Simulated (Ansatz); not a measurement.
# How thick a slab does the work function of Ta need?

Slabs of Ta from 1 to 13 layers are run on 3 faces. From which thickness on does the work function stay within 0.05 eV of the thickest slab's, and does that depend on the face?

How it was computed: Ansatz 0.2.0, plane waves with PAW datasets (its set soft_2), PBE; symmetric slabs at bulk places and the tabulated experimental lattice constant, 18 Å of vacuum, one k-mesh a face (spacing 0.16 Å⁻¹, 2π included), Fermi-Dirac smearing of 0.1 eV.

The runs side by side:

| layers | Ta(100) (eV) | Ta(110) (eV) | Ta(111) (eV) |
| --- | --- | --- | --- |
| 1 | 4.389 | 4.796 | 4.236 |
| 2 | 4.018 | 4.701 | 3.835 |
| 3 | 3.841 | 4.790 | 3.666 |
| 4 | 3.988 | 4.815 | 3.693 |
| 5 | 3.959 | 4.791 | 3.564 |
| 6 | 3.977 | 4.780 | 3.464 |
| 7 | 3.999 | 4.789 | - |
| 8 | 3.997 | 4.786 | 3.510 |
| 10 | 4.000 | 4.788 | 3.523 |
| 11 | - | - | 3.500 |
| 13 | 3.998 | 4.788 | 3.515 |

**Answer.** Within 0.05 eV of the 13-layer value: Ta(100) from 4 layers on, Ta(110) from 3 layers on and Ta(111) from 8 layers on. In length between the outer atoms these thicknesses are 5.0 Å, 4.7 Å and 6.7 Å. From four layers on the values span 0.035 to 0.229 eV, most on Ta(111). Thirteen layers cost about 7 to 9 times the CPU time of four.

Caveats: The 13-layer slab is the reference and is itself not proved converged. Thicknesses missing from the table have no sound run at this vacuum, and where values alternate they could fall outside the band. Spin-orbit coupling is left out. The smearing damps swings with thickness. The slabs are unrelaxed and unreconstructed, and the CPU ratio is rough.
